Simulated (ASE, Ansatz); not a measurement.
**generalised stacking fault on (111) (glide set) of a Ge-Si solid solution (72 atoms): close-ups with forces and charges**

The cell holds 72 atoms: 51 Ge and 21 Si. Cell: a = 6.849 Å, b = 11.862 Å, c = 20.553 Å, α = 90.0°, β = 72.2°, γ = 90.0°. It derives from Ge and Si. Diamond-structure Ge lattice (a = 5.5919 Å, the value set for the mixture), cell with z along [111], 1 x 3 x 2 periods; the third cell vector is tilted by 0.917 of 1/2[11-2] and lengthened by 0.2 Å, so the cell holds one fault (glide set); displaced by a Gaussian of 0.01 Å; 21 of 72 Ge sites given to Si at random (lattice constant by Vegard's rule between Ge and Si).

Computed with Ansatz 0.2.0: Kohn-Sham DFT, r2SCAN, PAW (set soft_2), plane waves; cutoff 500 eV, k-mesh 2×1×1, gaussian smearing of 0.05 eV. Geometry: the geometry as built.

The whole cell was solved; only parts of it are printed.

The surroundings of Ge56, which bears the longest force, nearest first, numbered as they follow in the input and with coordinates relative to it.

```csv
atom,x,y,z,distance (Å),intrinsic-atomic-orbital charge (e),Fx,Fy,Fz (eV/Å)
Ge56,0.00,0.00,0.00,0.00,-0.02,-9.10,-0.02,-3.16
Ge1,1.69,0.01,1.02,1.97,-0.01,8.91,-0.10,3.43
Ge55,-0.01,0.01,-2.41,2.41,-0.02,-0.50,-0.23,-0.18
Si5,-1.72,-1.97,1.02,2.81,0.03,6.40,-0.11,1.69
Si15,-1.72,1.99,1.01,2.82,0.08,7.35,0.15,2.46
Ge2,1.69,0.00,3.44,3.84,-0.01,-0.10,-0.47,-0.08
Ge52,1.11,1.98,-3.22,3.93,-0.02,0.05,0.43,0.01
Ge54,3.40,1.98,0.01,3.94,-0.06,-6.99,0.07,-2.25
Ge30,1.14,-1.98,-3.22,3.95,-0.02,-0.07,0.20,-0.43
Si72,-0.02,-3.95,0.00,3.95,0.08,-7.39,0.12,-2.46
Si32,3.41,-1.99,0.00,3.95,0.04,-6.25,0.01,-1.93
Si26,-2.29,-0.02,-3.23,3.96,0.11,0.09,0.34,0.08
Si70,0.00,3.97,0.01,3.97,0.01,-7.21,-0.13,-2.62
Si32,-3.43,-1.99,0.00,3.97,0.04,-6.25,0.01,-1.93
Ge54,-3.44,1.98,0.01,3.97,-0.06,-6.99,0.07,-2.25
Ge6,-1.73,-1.99,3.42,4.32,-0.05,0.28,0.12,-0.22
Ge16,-1.73,1.99,3.45,4.34,-0.03,0.05,-0.11,-0.63
Si11,1.70,3.96,1.01,4.42,-0.01,7.13,0.11,2.69
Ge33,1.70,-3.96,1.01,4.43,-0.11,7.27,-0.06,2.61
Ge31,3.41,-1.95,-2.41,4.61,-0.04,0.29,-0.04,0.41
Si69,-0.02,3.94,-2.39,4.61,0.07,0.03,0.21,0.36
Ge53,3.42,1.98,-2.42,4.63,-0.01,0.09,-0.37,-0.07
Ge31,-3.44,-1.95,-2.41,4.63,-0.04,0.29,-0.04,0.41
Ge71,-0.01,-3.95,-2.42,4.63,-0.02,-0.04,-0.09,0.66
Ge53,-3.43,1.98,-2.42,4.64,-0.01,0.09,-0.37,-0.07
Si7,0.54,-1.98,4.23,4.70,0.07,0.34,-0.38,0.06
Ge17,0.56,1.96,4.25,4.71,-0.04,0.18,0.59,0.29
Ge3,-2.87,0.00,4.24,5.12,-0.02,0.03,-0.07,0.33
Ge1,-5.16,0.01,1.02,5.26,-0.01,8.91,-0.10,3.43
Si12,1.72,3.95,3.43,5.50,0.07,-0.31,0.05,-0.36
Si34,1.71,-3.96,3.44,5.52,0.08,-0.27,0.46,-0.03
Si26,4.55,-0.02,-3.23,5.58,0.11,0.09,0.34,0.08
Ge62,-2.29,-3.96,-3.21,5.59,0.01,-0.07,0.17,-0.13
Si5,5.13,-1.97,1.02,5.59,0.03,6.40,-0.11,1.69
Si15,5.13,1.99,1.01,5.59,0.08,7.35,0.15,2.46
Ge48,-2.30,3.97,-3.23,5.61,-0.01,0.52,-0.27,0.38
Ge3,3.98,0.00,4.24,5.81,-0.02,0.03,-0.07,0.33
Si29,1.12,-1.98,-5.64,6.08,0.06,0.23,0.49,-0.16
Ge25,-2.30,-0.01,-5.65,6.10,-0.08,-0.13,0.57,0.32
Ge51,1.13,1.99,-5.66,6.10,-0.05,-0.24,-0.56,-0.05
Ge2,-5.16,0.00,3.44,6.20,-0.01,-0.10,-0.47,-0.08
Ge37,-1.70,5.93,1.02,6.25,-0.07,6.87,0.06,1.71
Ge37,-1.70,-5.94,1.02,6.26,-0.07,6.87,0.06,1.71
Ge6,5.12,-1.99,3.42,6.47,-0.05,0.28,0.12,-0.22
Ge35,-2.87,-3.96,4.25,6.48,-0.02,-0.40,0.07,-0.34
Ge13,-2.87,3.96,4.25,6.48,-0.02,-0.28,0.16,-0.40
```

Local excerpt of 36 atoms (numbers count through the whole input) about Ge33, whose charge lies farthest from its element's mean; x, y, z are measured from there.

```csv
atom,x,y,z,distance (Å),intrinsic-atomic-orbital charge (e),Fx,Fy,Fz (eV/Å)
Ge33,0.00,0.00,0.00,0.00,-0.11,7.27,-0.06,2.61
Si72,-1.72,0.01,-1.01,1.99,0.08,-7.39,0.12,-2.46
Si34,0.01,0.00,2.42,2.42,0.08,-0.27,0.46,-0.03
Si32,1.72,1.97,-1.02,2.80,0.04,-6.25,0.01,-1.93
Si68,1.72,-1.98,-1.01,2.81,0.08,-7.04,-0.13,-2.22
Ge71,-1.71,0.01,-3.44,3.84,-0.02,-0.04,-0.09,0.66
Ge37,-3.40,-1.97,0.01,3.93,-0.07,6.87,0.06,1.71
Si11,0.00,-3.95,0.00,3.95,-0.01,7.13,0.11,2.69
Ge39,-1.15,-1.96,3.23,3.95,-0.04,0.55,-0.22,-0.34
Si7,-1.16,1.98,3.22,3.95,0.07,0.34,-0.38,0.06
Si5,-3.42,1.99,0.00,3.95,0.03,6.40,-0.11,1.69
Ge35,2.28,0.00,3.23,3.96,-0.02,-0.40,0.07,-0.34
Si5,3.43,1.99,0.00,3.96,0.03,6.40,-0.11,1.69
Ge1,-0.01,3.97,0.00,3.97,-0.01,8.91,-0.10,3.43
Ge37,3.45,-1.97,0.01,3.97,-0.07,6.87,0.06,1.71
Ge67,1.71,-1.98,-3.43,4.31,-0.02,-0.03,0.15,0.56
Ge31,1.71,2.01,-3.43,4.32,-0.04,0.29,-0.04,0.41
Si70,-1.70,-3.94,-1.00,4.40,0.01,-7.21,-0.13,-2.62
Ge56,-1.70,3.96,-1.01,4.43,-0.02,-9.10,-0.02,-3.16
Ge38,-3.42,-1.96,2.41,4.62,0.01,-0.02,-0.19,0.04
Ge6,-3.42,1.97,2.41,4.63,-0.05,0.28,0.12,-0.22
Ge6,3.42,1.97,2.41,4.63,-0.05,0.28,0.12,-0.22
Ge38,3.43,-1.96,2.41,4.63,0.01,-0.02,-0.19,0.04
Si12,0.02,-3.95,2.41,4.63,0.07,-0.31,0.05,-0.36
Ge2,-0.01,3.96,2.43,4.65,-0.01,-0.10,-0.47,-0.08
Ge66,-0.56,-1.97,-4.24,4.70,-0.02,-0.27,-0.51,0.15
Ge30,-0.56,1.98,-4.23,4.71,-0.02,-0.07,0.20,-0.43
Ge62,2.86,0.00,-4.22,5.10,0.01,-0.07,0.17,-0.13
Si72,5.13,0.01,-1.01,5.23,0.08,-7.39,0.12,-2.46
Si69,-1.72,-3.96,-3.41,5.50,0.07,0.03,0.21,0.36
Ge55,-1.71,3.97,-3.42,5.51,-0.02,-0.50,-0.23,-0.18
Ge13,2.28,-3.95,3.24,5.59,-0.02,-0.28,0.16,-0.40
Si32,-5.13,1.97,-1.02,5.59,0.04,-6.25,0.01,-1.93
Si68,-5.13,-1.98,-1.01,5.59,0.08,-7.04,-0.13,-2.22
Ge3,2.28,3.96,3.22,5.59,-0.02,0.03,-0.07,0.33
Ge35,-4.57,0.00,3.23,5.60,-0.02,-0.40,0.07,-0.34
```

A closer look about Ge53, picked at random: 22 atoms, nearest first, numbered in the order of the input, with positions taken from that point.

```csv
atom,x,y,z,distance (Å),intrinsic-atomic-orbital charge (e),Fx,Fy,Fz (eV/Å)
Ge53,0.00,0.00,0.00,0.00,-0.01,0.09,-0.37,-0.07
Ge54,-0.01,0.00,2.42,2.42,-0.06,-6.99,0.07,-2.25
Ge48,1.13,1.99,-0.82,2.43,-0.01,0.52,-0.27,0.38
Si26,1.14,-1.99,-0.81,2.44,0.11,0.09,0.34,0.08
Ge52,-2.30,0.00,-0.80,2.44,-0.02,0.05,0.43,0.01
Si15,1.71,0.02,3.43,3.83,0.08,7.35,0.15,2.46
Ge31,-0.01,-3.93,0.00,3.93,-0.04,0.29,-0.04,0.41
Si69,3.41,1.97,0.02,3.94,0.07,0.03,0.21,0.36
Ge47,1.14,1.97,-3.22,3.94,-0.03,0.02,-0.17,-0.41
Ge55,3.42,-1.97,0.01,3.94,-0.02,-0.50,-0.23,-0.18
Ge67,-0.01,3.95,0.00,3.95,-0.02,-0.03,0.15,0.56
Ge55,-3.43,-1.97,0.01,3.96,-0.02,-0.50,-0.23,-0.18
Si69,-3.44,1.97,0.02,3.96,0.07,0.03,0.21,0.36
Ge25,1.13,-1.99,-3.24,3.96,-0.08,-0.13,0.57,0.32
Ge51,-2.29,0.01,-3.24,3.97,-0.05,-0.24,-0.56,-0.05
Si11,-1.72,1.98,3.43,4.31,-0.01,7.13,0.11,2.69
Ge1,-1.73,-1.97,3.43,4.32,-0.01,8.91,-0.10,3.43
Ge52,4.54,0.00,-0.80,4.61,-0.02,0.05,0.43,0.01
Si24,-1.13,-1.97,-4.03,4.62,0.05,-0.53,-0.37,-0.40
Si68,0.00,3.94,2.42,4.62,0.08,-7.04,-0.13,-2.22
Ge56,-3.42,-1.98,2.42,4.63,-0.02,-9.10,-0.02,-3.16
Si50,2.28,0.00,-4.04,4.64,0.07,-0.03,-0.06,-0.39
```

Length of the force by element:

```csv
element,coordination,atoms,mean length of the force (eV/Å),spread,least,most
Ge,all,51,1.23,2.35,0.139,9.63
Si,all,21,2.75,3.26,0.0954,7.78
```

Intrinsic-atomic-orbital charges by element:

```csv
element,coordination,atoms,mean charge (e),spread,least,most
Ge,all,51,-0.0246,0.0252,-0.109,0.0141
Si,all,21,0.0597,0.0294,-0.0072,0.106
```

[Logs are printed without paths, hosts, clocks, repeated set-up lines and the standing remarks that a program may print on its own settings, such as how far it seeks lower states.]

[Hosts, paths, dates, database ids (printed as entryN), source tags and the programs' standing remarks are cut or masked in the printed files.]
